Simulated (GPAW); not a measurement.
# A GW chain in GPAW: WSe2 (P6_3/mmc)

How does a plane-wave GW calculation on WSe2 (P6_3/mmc) run from the first input to the gap?

Program: GPAW 26.7.0. Level of theory: PBE and many-body steps on it, plane waves. Results are calculated unless marked as measured.

Most raw output is cut from this account.

The database entry behind the starting cell differs from later determinations by our own check (a about 0.2 % long), so it need not match the best structure at ambient conditions.

## (1) Starting point

It takes space group P6_3/mmc (No. 194, hexagonal). The conventional cell has a = 3.290 Å, b = 3.290 Å, c = 12.970 Å, α = 90.00°, β = 90.00°, γ = 120.00°. Nearest to W lie 6 Se at 2.53 Å. Nearest to Se lie 3 W at 2.53 Å. Farther neighbours and most contacts between anions are not listed.

The cell and positions come from the Crystallography Open Database and are kept as given unless a step says otherwise. Spin-orbit coupling is left out unless a step names it.

## (2) Ground state

This step: GPAW 26.7.0; DFT, PBE, plane waves, PAW.

The ground-state density comes first.

Input file run.py:

```python
import json
import numpy as np
from gpaw.mpi import world
from ase import Atoms
from gpaw import GPAW, PW, FermiDirac

atoms = Atoms(['W', 'W', 'Se', 'Se', 'Se', 'Se'],
    cell=[[3.2900000000, 0.0000000000, 0.0000000000],
      [-1.6450000000, 2.8492235785, 0.0000000000],
      [0.0000000000, 0.0000000000, 12.9700000000]],
    scaled_positions=[[0.3333333333, 0.6666666667, 0.2500000000],
      [0.6666666667, 0.3333333333, 0.7500000000],
      [0.3333333333, 0.6666666667, 0.6210000000],
      [0.6666666667, 0.3333333333, 0.1210000000],
      [0.3333333333, 0.6666666667, 0.8790000000],
      [0.6666666667, 0.3333333333, 0.3790000000]],
    pbc=(True, True, True))
calc = GPAW(mode=PW(450),
    xc='PBE',
    kpts={'size': (9, 9, 2), 'gamma': True},
    occupations=FermiDirac(0.001),
    nbands=-9,
    convergence={'density': 1e-6, 'bands': -3},
    maxiter=100,
    txt='gs.txt')
atoms.calc = calc
res = {'energy': atoms.get_potential_energy()}
kpts = calc.get_ibz_k_points()
res['kpts'] = kpts
res['eigenvalues'] = [calc.get_eigenvalues(kpt=k) for k in range(len(kpts))]
res['n_electrons'] = calc.get_number_of_electrons()
calc.write('gs.gpw')

if world.rank == 0:
    with open('result.json', 'w') as f:
        json.dump(res, f, default=lambda x: x.tolist())
```

Launch:

```console
$ mpirun -n 4 gpaw python run.py
```

Elapsed: 19 s, on 4 MPI ranks of Arm Neoverse V1, shared host; peak memory 0.79 GiB.

This step gave:

- total energy: -40.35 eV
- gap: 1.062 eV
- k of the valence top: 0, 0, 0
- k of the conduction bottom: 0.3333, -0.1111, 0
- least direct gap: 1.524 eV

The gap is indirect, with the least direct gap 0.46 eV higher.

## (3) Bands along the symmetry lines

Levels along a band path, at the cheap level, show where the edges lie and whether the meshes to come will hold them.

Input file run.py:

```python
import json
import numpy as np
from gpaw.mpi import world
from gpaw import GPAW

path = [[0.000000, 0.000000, 0.000000],
    [0.062500, 0.000000, 0.000000],
    [0.125000, 0.000000, 0.000000],
    [0.187500, 0.000000, 0.000000],
    [0.250000, 0.000000, 0.000000],
    [0.312500, 0.000000, 0.000000],
    [0.375000, 0.000000, 0.000000],
    [0.437500, 0.000000, 0.000000],
    [0.500000, 0.000000, 0.000000],
    [0.479167, 0.041667, 0.000000],
    [0.458333, 0.083333, 0.000000],
    [0.437500, 0.125000, 0.000000],
    [0.416667, 0.166667, 0.000000],
    [0.395833, 0.208333, 0.000000],
    [0.375000, 0.250000, 0.000000],
    [0.354167, 0.291667, 0.000000],
    [0.333333, 0.333333, 0.000000],
    [0.291667, 0.291667, 0.000000],
    [0.250000, 0.250000, 0.000000],
    [0.208333, 0.208333, 0.000000],
    [0.166667, 0.166667, 0.000000],
    [0.125000, 0.125000, 0.000000],
    [0.083333, 0.083333, 0.000000],
    [0.041667, 0.041667, 0.000000],
    [0.000000, 0.000000, 0.000000],
    [0.000000, 0.000000, 0.062500],
    [0.000000, 0.000000, 0.125000],
    [0.000000, 0.000000, 0.187500],
    [0.000000, 0.000000, 0.250000],
    [0.000000, 0.000000, 0.312500],
    [0.000000, 0.000000, 0.375000],
    [0.000000, 0.000000, 0.437500],
    [0.000000, 0.000000, 0.500000],
    [0.062500, 0.000000, 0.500000],
    [0.125000, 0.000000, 0.500000],
    [0.187500, 0.000000, 0.500000],
    [0.250000, 0.000000, 0.500000],
    [0.312500, 0.000000, 0.500000],
    [0.375000, 0.000000, 0.500000],
    [0.437500, 0.000000, 0.500000],
    [0.500000, 0.000000, 0.500000],
    [0.479167, 0.041667, 0.500000],
    [0.458333, 0.083333, 0.500000],
    [0.437500, 0.125000, 0.500000],
    [0.416667, 0.166667, 0.500000],
    [0.395833, 0.208333, 0.500000],
    [0.375000, 0.250000, 0.500000],
    [0.354167, 0.291667, 0.500000],
    [0.333333, 0.333333, 0.500000],
    [0.291667, 0.291667, 0.500000],
    [0.250000, 0.250000, 0.500000],
    [0.208333, 0.208333, 0.500000],
    [0.166667, 0.166667, 0.500000],
    [0.125000, 0.125000, 0.500000],
    [0.083333, 0.083333, 0.500000],
    [0.041667, 0.041667, 0.500000],
    [0.000000, 0.000000, 0.500000],
    [0.500000, 0.000000, 0.500000],
    [0.500000, 0.000000, 0.437500],
    [0.500000, 0.000000, 0.375000],
    [0.500000, 0.000000, 0.312500],
    [0.500000, 0.000000, 0.250000],
    [0.500000, 0.000000, 0.187500],
    [0.500000, 0.000000, 0.125000],
    [0.500000, 0.000000, 0.062500],
    [0.500000, 0.000000, 0.000000],
    [0.333333, 0.333333, 0.500000],
    [0.333333, 0.333333, 0.437500],
    [0.333333, 0.333333, 0.375000],
    [0.333333, 0.333333, 0.312500],
    [0.333333, 0.333333, 0.250000],
    [0.333333, 0.333333, 0.187500],
    [0.333333, 0.333333, 0.125000],
    [0.333333, 0.333333, 0.062500],
    [0.333333, 0.333333, 0.000000]]
calc = GPAW('gs.gpw').fixed_density(kpts=path,
    symmetry='off',
    nbands=36,
    convergence={'bands': 32},
    txt='bands.txt')
res = {}
kpts = calc.get_ibz_k_points()
res['kpts'] = kpts
res['eigenvalues'] = [calc.get_eigenvalues(kpt=k) for k in range(len(kpts))]
res['n_electrons'] = calc.get_number_of_electrons()

if world.rank == 0:
    with open('result.json', 'w') as f:
        json.dump(res, f, default=lambda x: x.tolist())
```

Launch:

```console
$ mpirun -n 4 gpaw python run.py
```

The job ended after 32 s (4 MPI ranks; peak memory 0.94 GiB; 2.1 min of CPU time).

This step gave:

```yaml
gap: 0.9662 eV
k_of_the_valence_top: 0, 0, 0
k_of_the_conduction_bottom: 0.1667, 0.1667, 0
least_direct_gap: 1.524 eV
```

The gap is 0.966 eV, −0.095 eV from the run before at this level.

Electronic bands along the path, in eV, zero at the top of the highest filled band:

| point | band 23 | band 24 | band 25 | band 26 | band 27 | band 28 | band 29 | band 30 |
| --- | --- | --- | --- | --- | --- | --- | --- | --- |
| Γ | -1.50 | -1.11 | -1.07 | 0.00 | 2.63 | 2.63 | 2.68 | 2.68 |
| halfway | -1.87 | -1.52 | -1.35 | -1.23 | 1.32 | 1.98 | 2.23 | 2.25 |
| M | -1.44 | -1.37 | -1.28 | -1.13 | 2.11 | 2.15 | 2.30 | 2.64 |
| halfway | -2.64 | -2.26 | -0.86 | -0.58 | 1.83 | 1.94 | 2.53 | 2.62 |
| K | -2.55 | -2.55 | -0.45 | -0.21 | 1.31 | 1.31 | 1.89 | 3.07 |
| halfway | -1.71 | -1.49 | -1.15 | -1.11 | 0.97 | 1.85 | 2.02 | 2.04 |
| Γ | -1.50 | -1.11 | -1.07 | 0.00 | 2.63 | 2.63 | 2.68 | 2.68 |
| halfway | -1.51 | -1.51 | -0.55 | -0.05 | 2.63 | 2.63 | 2.65 | 2.65 |
| A | -1.53 | -1.53 | -0.22 | -0.22 | 2.64 | 2.64 | 2.64 | 2.64 |
| halfway | -1.91 | -1.91 | -1.24 | -1.24 | 1.72 | 1.72 | 2.09 | 2.09 |
| L | -1.35 | -1.35 | -1.25 | -1.25 | 2.13 | 2.13 | 2.50 | 2.50 |
| halfway | -2.54 | -2.54 | -0.71 | -0.71 | 1.89 | 1.89 | 2.63 | 2.63 |
| H | -2.73 | -2.73 | -0.35 | -0.35 | 1.31 | 1.31 | 2.43 | 2.43 |
| halfway | -1.67 | -1.67 | -1.12 | -1.12 | 1.36 | 1.36 | 2.14 | 2.14 |
| A | -1.53 | -1.53 | -0.22 | -0.22 | 2.64 | 2.64 | 2.64 | 2.64 |
| jump to L | -1.35 | -1.35 | -1.25 | -1.25 | 2.13 | 2.13 | 2.50 | 2.50 |
| halfway | -1.41 | -1.34 | -1.30 | -1.16 | 2.12 | 2.15 | 2.36 | 2.60 |
| M | -1.44 | -1.37 | -1.28 | -1.13 | 2.11 | 2.15 | 2.30 | 2.64 |
| jump to H | -2.73 | -2.73 | -0.35 | -0.35 | 1.31 | 1.31 | 2.43 | 2.43 |
| halfway | -2.63 | -2.63 | -0.43 | -0.26 | 1.31 | 1.31 | 2.04 | 2.88 |
| K | -2.55 | -2.55 | -0.45 | -0.21 | 1.31 | 1.31 | 1.89 | 3.07 |

## (4) Empty states on the mesh, 6×6×1 mesh, 790 bands

The sums over transitions need many empty states on a uniform mesh; this step solves for them.

Input file run.py:

```python
import json
import numpy as np
from gpaw.mpi import world
from gpaw import GPAW

calc = GPAW('gs.gpw').fixed_density(kpts={'size': (6, 6, 1), 'gamma': True},
    parallel={'domain': 1, 'band': 1},
    txt='nscf.txt')
calc.diagonalize_full_hamiltonian(nbands=790)
calc.write('full.gpw', mode='all')
res = {}
kpts = calc.get_ibz_k_points()
res['kpts'] = kpts
res['eigenvalues'] = [calc.get_eigenvalues(kpt=k) for k in range(len(kpts))]
res['n_electrons'] = calc.get_number_of_electrons()

if world.rank == 0:
    with open('result.json', 'w') as f:
        json.dump(res, f, default=lambda x: x.tolist())
```

Launch:

```console
$ mpirun -n 4 gpaw python run.py
```

Wall time 46 s (4 MPI ranks); peak memory 2.8 GiB.

Numbers from this step:

```
gap                                                           : 0.9662 eV
k of the valence top                                          : 0, 0, 0
k of the conduction bottom                                    : 0.3333, -0.1667, 0
least direct gap                                              : 1.524 eV
k points computed                                             : 7
lowest point of the top converged band, above the valence top : 184.0921 eV
```

On this mesh the gap is 0.966 eV.

## (5) Screening and self-energy, 6×6×1 mesh, 362 bands, screening to 120 eV

Now the one-shot GW correction: screening in the RPA, then the self-energy of the levels asked for.

This step: G0W0 on PBE, plane waves, PAW.

Input file run.py:

```python
import json
import numpy as np
from gpaw.mpi import world
from gpaw.response.g0w0 import G0W0

gw = G0W0('full.gpw',
    filename='gw',
    kpts=[0, 2, 4],
    bands=(24, 28),
    ecut=120,
    nbands=362,
    integrate_gamma='WS',
    ppa=True)
gw.calculate()
res = {mode: {k: v for k, v in r.items() if k != 'sigma_eskwn'}
       for mode, r in gw.all_results.items()}

if world.rank == 0:
    with open('result.json', 'w') as f:
        json.dump(res, f, default=lambda x: x.tolist())
```

Launch:

```console
$ mpirun -n 4 gpaw python run.py
```

Elapsed: 5 min, on 4 MPI ranks; peak memory 2.1 GiB; 20 min of CPU time.

This step gave:

```
G0W0 gap on the points computed              : 1.265 eV
least direct G0W0 gap on the computed points : 2.044 eV
Z at the valence top                         : 0.7881
Z at the conduction bottom                   : 0.7955
starting gap on the mesh                     : 0.9662 eV
k of the valence top                         : 0, 0, 0
k of the conduction bottom                   : 0.3333, -0.1667, 0
```

The gap on the mesh goes from 0.97 eV to 1.27 eV, a correction of +0.30 eV. The start differs from the 1.06 eV found before because the two sample other k points.

Limits: finite bands, cutoff and mesh; no spin-orbit coupling; coarse k mesh. v1 is the top filled band, c1 the lowest empty one. The levels before and after the correction (eV, zero at the valence-band top of each column):

|  | conduction bottom | valence top |
| --- | --- | --- |
| Kohn-Sham | 0.97 | 0.00 |
| G0W0 | 1.27 | 0.00 |

|  | level | energy (eV) |
| --- | --- | --- |
| Kohn-Sham | Γ v2 | -1.074 |
| Kohn-Sham | Γ v1 | 0.000 |
| Kohn-Sham | Γ c1-c2 | 2.630 |
| Kohn-Sham | (0.333 -0.167 0) v2 | -1.151 |
| Kohn-Sham | (0.333 -0.167 0) v1 | -1.111 |
| Kohn-Sham | (0.333 -0.167 0) c1 | 0.966 |
| Kohn-Sham | (0.333 -0.167 0) c2 | 1.852 |
| G0W0 | Γ v2 | -1.504 |
| G0W0 | Γ v1 | 0.000 |
| G0W0 | Γ c1-c2 | 3.092 |
| G0W0 | (0.333 -0.167 0) v2 | -1.241 |
| G0W0 | (0.333 -0.167 0) v1 | -1.212 |
| G0W0 | (0.333 -0.167 0) c1 | 1.265 |
| G0W0 | (0.333 -0.167 0) c2 | 2.287 |

## (6) Where the time went

Times are wall times on 4 MPI ranks of Arm Neoverse V1, shared host, good to a factor of about two.

| step | time | share | memory (GiB) |
| --- | --- | --- | --- |
| ground state | 19 s | 5 % | 0.79 |
| bands along the symmetry lines | 32 s | 8 % | 0.94 |
| empty states on the mesh | 46 s | 12 % | 2.8 |
| screening and self-energy | 5 min | 76 % | 2.1 |

## (7) Results

- PBE gap: 0.97 eV, indirect
- G0W0 gap on the mesh: 1.27 eV
- GW settings: 6×6×1 mesh, 362 bands, screening to 120 eV, Godby-Needs plasmon pole
- known limits: not at the basis limit; no spin-orbit coupling; coarse k mesh

**Reading.** G0W0 moves the gap on the mesh from 0.97 eV to 1.27 eV (+0.30 eV), with Z of 0.79 and 0.80 at the edges. Only 3 of the mesh's irreducible points were corrected, so a valley elsewhere could overtake. The dearest step here is «screening and self-energy». Bands and cutoff are finite, so the gap is not at the basis limit. The miss can reach some tenths of an eV and take either sign; the mesh is an error of its own. These stock PAW sets were not made for GW; the filled d or f shell of Se and W lies in the frozen core, which bears on start and correction. In the G0W0 run levels were corrected at 3 k points alone, so a gap called «on the mesh» is the least over those, and an edge elsewhere would be missed. The 6×6×1 mesh is coarse for this cell, which bears on the long-range parts of exchange and screening. The many-body steps are scalar-relativistic: spin-orbit coupling is not in them.

[Paths, hosts, dates, memory and timing lines, banners, echoed tables and standing remarks are left out of the program output.]

[Logs are printed without paths, hosts, clocks, repeated set-up lines and the standing remarks that a program may print on its own settings, such as how far it seeks lower states.]

[Runs of the session that timed out or met a known fault of the program may be left out.]

[Hosts, paths, dates, database ids (printed as entryN), source tags and the programs' standing remarks are cut or masked in the printed files.]
